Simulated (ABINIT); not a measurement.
# SrLiBr3 (Pm-3m): from the cell to the phonon bands

Wanted: phonon bands, density of states and zone-centre response of SrLiBr3 (Pm-3m).

Calculated with ABINIT 10.8.3; DFT LDA, scalar-relativistic, plane waves, PseudoDojo norm-conserving pseudopotentials.

The structure was built from a prototype and need not be the compound's stable phase.

### 1. The structure

Symmetry: Pm-3m, No. 221, cubic system. Conventional cell: a = 4.156 Å, b = 4.156 Å, c = 4.156 Å, α = 90.00°, β = 90.00°, γ = 90.00°. Nearest to Sr lie 12 Br at 2.94 Å. Nearest to Li lie 6 Br at 2.08 Å. Nearest to Br lie 2 Li at 2.08 Å and 4 Sr at 2.94 Å. Farther neighbours and most contacts between anions are not listed.

### 2. A first look

A first run with smearing and empty bands tells whether the crystal has a gap, which decides between fixed occupations and smearing later on.

probe.abi

```
# ground state
tolvrs 1.0d-08
prtden 1
prtwf 1

# basis, mesh and filling
ecut 33.0
ngkpt 4 4 4
nshiftk 1
shiftk 0.0 0.0 0.0
istwfk *1
occopt 7
tsmear 0.005
nband 25
nstep 100
diemac 9.0
prtebands 0
prtgsr 0
useylm 1

# cell and atoms
acell 3*1.0 Angstrom
rprim 
    4.15644 0.0 0.0
    0.0 4.15644 0.0
    0.0 0.0 4.15644
ntypat 3
znucl 38 3 35
natom 5
typat 1 2 3 3 3
xred 
    0.0 0.0 0.0
    0.5 0.5 0.5
    0.0 0.5 0.5
    0.5 0.5 0.0
    0.5 0.0 0.5
pp_dirpath "./pseudo"
pseudos "Sr.upf, Li.upf, Br.upf"
```

Run with:

```console
OMP_NUM_THREADS=1 mpirun -n 4 abinit probe.abi > probe.log
```

Numbers of over 12 decimals in the logs are rounded to 6 here.

probe.abo, the main output file:

```text
[banners, grids, parts of the stress and lines that vanish by symmetry left out]
- input  file    -> probe.abi
- output file    -> probe.abo
- root for input  files -> probei
[...]
Symmetries : space group Pm -3 m (#221); Bravais cP (primitive cubic)
[...]
mpw =        4428          nfft =       91125          nkpt =          10
[...]
== DATASET  1 ==================================================================
[...]
cutoff_energies: {ecut:  33.0, pawecutdg:  -1.0, }
[...]
ETOT  1  -88.800904133153    -8.880E+01 4.023E-02 1.735E+02
 ETOT  2  -88.844805174455    -4.390E-02 2.350E-02 2.424E+00
 ETOT  3  -88.845186099026    -3.809E-04 2.871E-03 2.455E-01
 ETOT  4  -88.845208924435    -2.283E-05 1.668E-03 2.746E-04
 ETOT  5  -88.845208950976    -2.654E-08 1.168E-03 2.960E-06
 ETOT  6  -88.845208951210    -2.339E-10 1.010E-03 6.899E-08
 ETOT  7  -88.845208951217    -6.693E-12 5.178E-04 5.170E-10
 At SCF step    7       vres2   =  5.17E-10 < tolvrs=  1.00E-08 =>converged.
[...]
sigma(1 1)= -2.05954289E-03  sigma(3 2)=  0.00000000E+00
  sigma(2 2)= -2.05954289E-03  sigma(3 1)=  0.00000000E+00
  sigma(3 3)= -2.05954289E-03  sigma(2 1)=  0.00000000E+00
[...]
convergence: {deltae: -6.693E-12, res2:  5.170E-10, residm:  5.178E-04, diffor: null, }
etotal    :  -8.88452090E+01
[...]
sigma(1 1)= -2.05954289E-03  sigma(3 2)=  0.00000000E+00
  sigma(2 2)= -2.05954289E-03  sigma(3 1)=  0.00000000E+00
  sigma(3 3)= -2.05954289E-03  sigma(2 1)=  0.00000000E+00
[...]
- sigma(1 1)= -6.05938438E+01  sigma(3 2)=  0.00000000E+00
- sigma(2 2)= -6.05938438E+01  sigma(3 1)=  0.00000000E+00
- sigma(3 3)= -6.05938438E+01  sigma(2 1)=  0.00000000E+00
[...]
fcart     -0.0000000000E+00 -0.0000000000E+00 -0.0000000000E+00
           strten     -2.0595428882E-03 -2.0595428882E-03 -2.0595428882E-03
================================================================================

[key lines of the parts left out:]
pressure_GPa:   6.0594E+01
```

Elapsed: 11 s, on 4 MPI ranks of Arm Neoverse V2, shared host.

Read from the output:

```
volume per atom   : 14.36 Å³
pressure          : 60.59 GPa
gap on the k-mesh : 1.826 eV
```

A gap of 1.8 eV opens on this mesh, so the crystal is taken as an insulator; the printed pressure holds the stress of the finite basis too.

### 3. Rough relaxation

The typed start is rough, so a first relaxation with smearing and loose thresholds takes it towards rest cheaply.

prerelax.abi

```
# relaxation
ionmov 2
optcell 2
dilatmx 1.15
chkdilatmx 0
ntime 40
tolmxf 3.0d-04
tolvrs 1.0d-10
prtwf 0
prtden 0
chksymtnons 0

# basis, mesh and filling
ecut 33.0
ecutsm 3.0
ngkpt 4 4 4
nshiftk 1
shiftk 0.0 0.0 0.0
istwfk *1
occopt 7
tsmear 0.005
nband 25
nstep 100
diemac 9.0
prtebands 0
prtgsr 0
useylm 1

# cell and atoms
acell 3*1.0 Angstrom
rprim 
    4.15644 0.0 0.0
    0.0 4.15644 0.0
    0.0 0.0 4.15644
ntypat 3
znucl 38 3 35
natom 5
typat 1 2 3 3 3
xred 
    0.0 0.0 0.0
    0.5 0.5 0.5
    0.0 0.5 0.5
    0.5 0.5 0.0
    0.5 0.0 0.5
pp_dirpath "./pseudo"
pseudos "Sr.upf, Li.upf, Br.upf"
```

Run with:

```console
OMP_NUM_THREADS=1 mpirun -n 4 abinit prerelax.abi > prerelax.log
```

prerelax.abo, the main output file:

```text
[banners, grids, parts of the stress and lines that vanish by symmetry left out]
- input  file    -> prerelax.abi
- output file    -> prerelax.abo
- root for input  files -> prerelaxi
[...]
Symmetries : space group Pm -3 m (#221); Bravais cP (primitive cubic)
[...]
mpw =        6704          nfft =      110592          nkpt =          10
[...]
== DATASET  1 ==================================================================
[...]
cutoff_energies: {ecut:  33.0, pawecutdg:  -1.0, }
[...]
ETOT  1  -88.796670715290    -8.880E+01 3.755E-02 2.190E+02
 ETOT  2  -88.844530040895    -4.786E-02 2.132E-02 3.585E+00
 ETOT  3  -88.845015338879    -4.853E-04 1.764E-03 2.942E-01
 ETOT  4  -88.845037682341    -2.234E-05 7.366E-04 6.214E-04
 ETOT  5  -88.845037726568    -4.423E-08 1.114E-04 3.928E-06
[...]
At SCF step    8       vres2   =  4.00E-12 < tolvrs=  1.00E-10 =>converged.
[...]
ETOT  8  -89.056953266643     9.521E-12 5.905E-06 2.199E-12
 At SCF step    8       vres2   =  2.20E-12 < tolvrs=  1.00E-10 =>converged.
[...]
sigma(1 1)= -4.77654851E-07  sigma(3 2)=  0.00000000E+00
  sigma(2 2)= -4.77654851E-07  sigma(3 1)=  0.00000000E+00
  sigma(3 3)= -4.77654851E-07  sigma(2 1)=  0.00000000E+00
[...]
convergence: {deltae:  9.521E-12, res2:  2.199E-12, residm:  5.905E-06, diffor: null, }
etotal    :  -8.90569533E+01
[...]
At Broyd/MD step   6, gradients are converged :
[...]
sigma(1 1)= -4.77654851E-07  sigma(3 2)=  0.00000000E+00
  sigma(2 2)= -4.77654851E-07  sigma(3 1)=  0.00000000E+00
  sigma(3 3)= -4.77654851E-07  sigma(2 1)=  0.00000000E+00
[...]
- sigma(1 1)= -1.40530909E-02  sigma(3 2)=  0.00000000E+00
- sigma(2 2)= -1.40530909E-02  sigma(3 1)=  0.00000000E+00
- sigma(3 3)= -1.40530909E-02  sigma(2 1)=  0.00000000E+00
[...]
fcart     -0.0000000000E+00 -0.0000000000E+00 -0.0000000000E+00
           strten     -4.7765485148E-07 -4.7765485148E-07 -4.7765485148E-07
================================================================================

[key lines of the parts left out:]
pressure_GPa:   1.4053E-02
Total energy (etotal) [Ha]= -8.90569532666430E+01
```

The job ended after 79 s (4 MPI ranks; 5.3 min of CPU time).

Relaxation path:

```csv
step,energy less that of the first step (eV),largest force (eV/Å),volume (Å³)
1,0.0000,0.0000,71.81
2,-3.6679,0.0000,85.98
3,-5.4159,0.0000,103.66
4,-5.7300,0.0000,114.26
5,-5.7658,0.0000,119.11
6,-5.7665,0.0000,119.88
```

```csv
cell as run,before,after,change
a (Å),4.156,4.931,+18.6 %
b (Å),4.156,4.931,+18.6 %
c (Å),4.156,4.931,+18.6 %
volume (Å³/atom),14.36,23.98,+66.9 %
```

Final coordinates:

```
Sr Li Br
1.0
     4.93076    0.00000    0.00000
     0.00000    4.93076    0.00000
     0.00000    0.00000    4.93076
Sr Li Br
1 1 3
Direct
  0.00000 0.00000 0.00000
  0.50000 0.50000 0.50000
  0.00000 0.50000 0.50000
  0.50000 0.50000 0.00000
  0.50000 0.00000 0.50000
```

Numbers from this step:

```
volume per atom   : 23.98 Å³
pressure          : 0.01405 GPa
gap on the k-mesh : 2.691 eV
```

The volume changes by +66.9 % in this run and stands +66.9 % from the first cell.

### 4. Rough relaxation

The cell changed much, so the rough relaxation is repeated on a basis made for the new cell.

Changes to prerelax.abi since step 3:

```diff
@@ -31,5 +31,5 @@
 rprim 
-    4.15644 0.0 0.0
-    0.0 4.15644 0.0
-    0.0 0.0 4.15644
+    4.930756877 0.0 0.0
+    0.0 4.930756877 0.0
+    0.0 0.0 4.930756877
 ntypat 3
```

prerelax.abo, the main output file:

```text
[banners, grids, parts of the stress and lines that vanish by symmetry left out]
- input  file    -> prerelax.abi
- output file    -> prerelax.abo
- root for input  files -> prerelaxi
[...]
Symmetries : space group Pm -3 m (#221); Bravais cP (primitive cubic)
[...]
mpw =       11176          nfft =      216000          nkpt =          10
[...]
== DATASET  1 ==================================================================
[...]
cutoff_energies: {ecut:  33.0, pawecutdg:  -1.0, }
[...]
ETOT  1  -89.010041865165    -8.901E+01 2.959E-02 4.797E+02
 ETOT  2  -89.055811160378    -4.577E-02 9.277E-03 2.442E+01
 ETOT  3  -89.056837344492    -1.026E-03 2.078E-03 5.445E+00
 ETOT  4  -89.057065180529    -2.278E-04 1.072E-03 9.218E-03
 ETOT  5  -89.057065633650    -4.531E-07 4.445E-04 2.858E-04
[...]
At SCF step    9       vres2   =  1.01E-11 < tolvrs=  1.00E-10 =>converged.
[...]
ETOT  8  -89.057073622748     2.174E-12 5.974E-07 1.269E-12
 At SCF step    8       vres2   =  1.27E-12 < tolvrs=  1.00E-10 =>converged.
[...]
sigma(1 1)= -2.50263705E-08  sigma(3 2)=  0.00000000E+00
  sigma(2 2)= -2.50263705E-08  sigma(3 1)=  0.00000000E+00
  sigma(3 3)= -2.50263705E-08  sigma(2 1)=  0.00000000E+00
[...]
convergence: {deltae:  2.174E-12, res2:  1.269E-12, residm:  5.974E-07, diffor: null, }
etotal    :  -8.90570736E+01
[...]
At Broyd/MD step   3, gradients are converged :
[...]
sigma(1 1)= -2.50263705E-08  sigma(3 2)=  0.00000000E+00
  sigma(2 2)= -2.50263705E-08  sigma(3 1)=  0.00000000E+00
  sigma(3 3)= -2.50263705E-08  sigma(2 1)=  0.00000000E+00
[...]
- sigma(1 1)= -7.36301241E-04  sigma(3 2)=  0.00000000E+00
- sigma(2 2)= -7.36301241E-04  sigma(3 1)=  0.00000000E+00
- sigma(3 3)= -7.36301241E-04  sigma(2 1)=  0.00000000E+00
[...]
fcart     -0.0000000000E+00 -0.0000000000E+00 -0.0000000000E+00
           strten     -2.5026370517E-08 -2.5026370517E-08 -2.5026370523E-08
================================================================================

[key lines of the parts left out:]
pressure_GPa:   7.3630E-04
Total energy (etotal) [Ha]= -8.90570736227483E+01
```

Run time: 72 s. Hardware: 4 MPI ranks.

Step by step:

```csv
step,energy less that of the first step (eV),largest force (eV/Å),volume (Å³)
1,0.0000,0.0000,119.88
2,0.0000,0.0000,119.93
3,-0.0002,0.0000,120.35
```

```csv
"conventional cell, symmetrised",before,after,change
a (Å),4.931,4.937,+0.1 %
b (Å),4.931,4.937,+0.1 %
c (Å),4.931,4.937,+0.1 %
volume (Å³/atom),23.98,24.07,+0.4 %
```

The relaxed structure:

```cif
data_structure
_symmetry_space_group_name_H-M 'P 1'
_symmetry_Int_Tables_number 1
_cell_length_a 4.9372
_cell_length_b 4.9372
_cell_length_c 4.9372
_cell_angle_alpha 90.000
_cell_angle_beta 90.000
_cell_angle_gamma 90.000
_cell_volume 120.35
loop_
_atom_site_label
_atom_site_type_symbol
_atom_site_fract_x
_atom_site_fract_y
_atom_site_fract_z
_atom_site_occupancy
Sr1 Sr 0.00000 0.00000 0.00000 1
Li2 Li 0.50000 0.50000 0.50000 1
Br3 Br 0.00000 0.50000 0.50000 1
Br4 Br 0.50000 0.50000 0.00000 1
Br5 Br 0.50000 0.00000 0.50000 1
```

This step gave:

| Quantity | Value |
| --- | --- |
| volume per atom | 24.07 Å³ |
| pressure | 7.36e-4 GPa |
| gap on the k-mesh | 2.683 eV |

The volume changes by +0.4 % in this run and stands +67.6 % from the first cell.

### 5. Relaxing the cell and atoms

The harmonic expansion needs vanishing forces, and a free crystal bears no stress, so cell and atoms are brought to rest. Stress is more sensitive to the basis than forces are: the last 3 Ha under the cutoff are smoothed with ecutsm, and the cutoff is raised above that of the later runs.

relax.abi

```
# relaxation
ionmov 2
optcell 2
dilatmx 1.08
ntime 40
tolmxf 1.0d-05
tolvrs 1.0d-14
prtwf 0
prtden 0
chksymtnons 0

# basis, mesh and filling
ecut 41.0
ecutsm 3.0
ngkpt 4 4 4
nshiftk 1
shiftk 0.0 0.0 0.0
istwfk *1
occopt 1
nband 17
nstep 100
diemac 9.0
prtebands 0
prtgsr 0
useylm 1

# cell and atoms
acell 3*1.0 Angstrom
rprim 
    4.937182226 0.0 0.0
    0.0 4.937182226 0.0
    0.0 0.0 4.937182226
ntypat 3
znucl 38 3 35
natom 5
typat 1 2 3 3 3
xred 
    0.0 0.0 0.0
    0.5 0.5 0.5
    0.0 0.5 0.5
    0.5 0.5 0.0
    0.5 0.0 0.5
pp_dirpath "./pseudo"
pseudos "Sr.upf, Li.upf, Br.upf"
```

Run with:

```console
OMP_NUM_THREADS=1 mpirun -n 4 abinit relax.abi > relax.log
```

relax.abo, the main output file:

```text
[banners, grids, parts of the stress and lines that vanish by symmetry left out]
- input  file    -> relax.abi
- output file    -> relax.abo
- root for input  files -> relaxi
[...]
Symmetries : space group Pm -3 m (#221); Bravais cP (primitive cubic)
[...]
mpw =       12893          nfft =      216000          nkpt =          10
[...]
== DATASET  1 ==================================================================
[...]
cutoff_energies: {ecut:  41.0, pawecutdg:  -1.0, }
[...]
ETOT  1  -88.999193881686    -8.900E+01 8.808E-02 4.221E+02
 ETOT  2  -89.056039645063    -5.685E-02 6.779E-05 3.267E+01
 ETOT  3  -89.057131752386    -1.092E-03 6.084E-06 5.131E+00
 ETOT  4  -89.057349104740    -2.174E-04 1.760E-06 4.088E-02
 ETOT  5  -89.057351527752    -2.423E-06 4.602E-08 4.125E-03
[...]
ETOT 11  -89.057351707294     3.979E-13 2.777E-18 6.809E-14
 ETOT 12  -89.057351707289     4.633E-12 4.432E-20 7.233E-16
 At SCF step   12       vres2   =  7.23E-16 < tolvrs=  1.00E-14 =>converged.
[...]
sigma(1 1)= -5.90279065E-10  sigma(3 2)=  0.00000000E+00
  sigma(2 2)= -5.90279064E-10  sigma(3 1)=  0.00000000E+00
  sigma(3 3)= -5.90279064E-10  sigma(2 1)=  0.00000000E+00
[...]
convergence: {deltae:  4.633E-12, res2:  7.233E-16, residm:  4.432E-20, diffor: null, }
etotal    :  -8.90573517E+01
[...]
At Broyd/MD step   1, gradients are converged :
[...]
sigma(1 1)= -5.90279065E-10  sigma(3 2)=  0.00000000E+00
  sigma(2 2)= -5.90279064E-10  sigma(3 1)=  0.00000000E+00
  sigma(3 3)= -5.90279064E-10  sigma(2 1)=  0.00000000E+00
[...]
- sigma(1 1)= -1.73666097E-05  sigma(3 2)=  0.00000000E+00
- sigma(2 2)= -1.73666097E-05  sigma(3 1)=  0.00000000E+00
- sigma(3 3)= -1.73666097E-05  sigma(2 1)=  0.00000000E+00
[...]
fcart     -0.0000000000E+00 -0.0000000000E+00 -0.0000000000E+00
           strten     -5.9027906478E-10 -5.9027906434E-10 -5.9027906434E-10
================================================================================

[key lines of the parts left out:]
pressure_GPa:   1.7367E-05
Total energy (etotal) [Ha]= -8.90573517072894E+01
```

It took 26 s on 4 MPI ranks.

Little changed from the start: no atom moved by 0.005 Å and no cell edge by 0.1 %.

Numbers from this step:

```
pressure : 1.74e-5 GPa
```

The volume changes by +0.0 % in this run and stands +67.6 % from the first cell.

### 6. Ground state

First-order wavefunctions inherit every error of the ground state, hence the very tight tolvrs.

gs.abi

```
# ground state
tolvrs 1.0d-16
prtden 1
prtwf 1

# basis, mesh and filling
ecut 33.0
ngkpt 4 4 4
nshiftk 1
shiftk 0.0 0.0 0.0
istwfk *1
occopt 1
nband 17
nstep 100
diemac 9.0
prtebands 0
prtgsr 0
useylm 1

# cell and atoms
acell 3*1.0 Angstrom
rprim 
    4.937182229 0.0 0.0
    0.0 4.937182229 0.0
    0.0 0.0 4.937182229
ntypat 3
znucl 38 3 35
natom 5
typat 1 2 3 3 3
xred 
    0.0 0.0 0.0
    0.5 0.5 0.5
    0.0 0.5 0.5
    0.5 0.5 0.0
    0.5 0.0 0.5
pp_dirpath "./pseudo"
pseudos "Sr.upf, Li.upf, Br.upf"
```

Run with:

```console
OMP_NUM_THREADS=1 mpirun -n 4 abinit gs.abi > gs.log
```

gs.abo, the main output file:

```text
[banners, grids, parts of the stress and lines that vanish by symmetry left out]
- input  file    -> gs.abi
- output file    -> gs.abo
- root for input  files -> gsi
[...]
Symmetries : space group Pm -3 m (#221); Bravais cP (primitive cubic)
[...]
mpw =        7400          nfft =      125000          nkpt =          10
[...]
== DATASET  1 ==================================================================
[...]
cutoff_energies: {ecut:  33.0, pawecutdg:  -1.0, }
[...]
ETOT  1  -88.999296004827    -8.900E+01 7.943E-02 2.543E+02
 ETOT  2  -89.055895256532    -5.660E-02 3.448E-05 1.764E+01
 ETOT  3  -89.056998751891    -1.103E-03 5.191E-06 3.217E+00
 ETOT  4  -89.057232103860    -2.334E-04 1.819E-06 1.504E-02
 ETOT  5  -89.057233730680    -1.627E-06 3.002E-08 1.316E-03
[...]
ETOT 12  -89.057233828529     1.648E-12 2.018E-20 3.102E-16
 ETOT 13  -89.057233828530    -1.279E-12 2.505E-22 1.523E-17
 At SCF step   13       vres2   =  1.52E-17 < tolvrs=  1.00E-16 =>converged.
[...]
sigma(1 1)=  1.98444891E-06  sigma(3 2)=  0.00000000E+00
  sigma(2 2)=  1.98444891E-06  sigma(3 1)=  0.00000000E+00
  sigma(3 3)=  1.98444891E-06  sigma(2 1)=  0.00000000E+00
[...]
convergence: {deltae: -1.279E-12, res2:  1.523E-17, residm:  2.505E-22, diffor: null, }
etotal    :  -8.90572338E+01
[...]
sigma(1 1)=  1.98444891E-06  sigma(3 2)=  0.00000000E+00
  sigma(2 2)=  1.98444891E-06  sigma(3 1)=  0.00000000E+00
  sigma(3 3)=  1.98444891E-06  sigma(2 1)=  0.00000000E+00
[...]
- sigma(1 1)=  5.83845028E-02  sigma(3 2)=  0.00000000E+00
- sigma(2 2)=  5.83845028E-02  sigma(3 1)=  0.00000000E+00
- sigma(3 3)=  5.83845028E-02  sigma(2 1)=  0.00000000E+00
[...]
fcart     -0.0000000000E+00 -0.0000000000E+00 -0.0000000000E+00
           strten      1.9844489148E-06  1.9844489148E-06  1.9844489148E-06
================================================================================

[key lines of the parts left out:]
pressure_GPa:  -5.8385E-02
```

It took 17 s on 4 MPI ranks.

This step gave:

```yaml
pressure: -0.05838 GPa
```

The cell stands at -0.058 GPa, close enough for phonons.

### 7. Empty bands

Empty bands on the ground state's density check that the gap assumed so far is there in this cell.

gap.abi

```
# empty bands on the ground state's density
iscf -2
getden_filepath "gso_DEN"
tolwfr 1.0d-12
nbdbuf 2
prtwf 0

# basis, mesh and filling
ecut 33.0
ngkpt 4 4 4
nshiftk 1
shiftk 0.0 0.0 0.0
istwfk *1
occopt 1
nband 21
nstep 100
diemac 9.0
prtebands 0
prtgsr 0
useylm 1

# cell and atoms
acell 3*1.0 Angstrom
rprim 
    4.937182229 0.0 0.0
    0.0 4.937182229 0.0
    0.0 0.0 4.937182229
ntypat 3
znucl 38 3 35
natom 5
typat 1 2 3 3 3
xred 
    0.0 0.0 0.0
    0.5 0.5 0.5
    0.0 0.5 0.5
    0.5 0.5 0.0
    0.5 0.0 0.5
pp_dirpath "./pseudo"
pseudos "Sr.upf, Li.upf, Br.upf"
```

Run with:

```console
OMP_NUM_THREADS=1 mpirun -n 4 abinit gap.abi > gap.log
```

gap.abo, the main output file:

```text
[banners, grids, parts of the stress and lines that vanish by symmetry left out]
- input  file    -> gap.abi
- output file    -> gap.abo
- root for input  files -> gapi
[...]
Symmetries : space group Pm -3 m (#221); Bravais cP (primitive cubic)
[...]
mpw =        7400          nfft =      125000          nkpt =          10
[...]
== DATASET  1 ==================================================================
[...]
cutoff_energies: {ecut:  33.0, pawecutdg:  -1.0, }
[...]
-outvars: echo values of variables after computation
            acell      1.8897261259E+00  1.8897261259E+00  1.8897261259E+00 Bohr
================================================================================
```

It took 16 s on 4 MPI ranks.

In this cell the gap on the mesh is 2.7 eV, indirect (smallest direct 3.0 eV), so fixed occupations hold.

[end of part 1 of 4]

[Host names and launcher messages were left out of these logs when they were recorded.]

[Logs are printed without paths, hosts, clocks, repeated set-up lines and the standing remarks that a program may print on its own settings, such as how far it seeks lower states.]

[Hosts, paths, dates, database ids (printed as entryN), source tags and the programs' standing remarks are cut or masked in the printed files.]
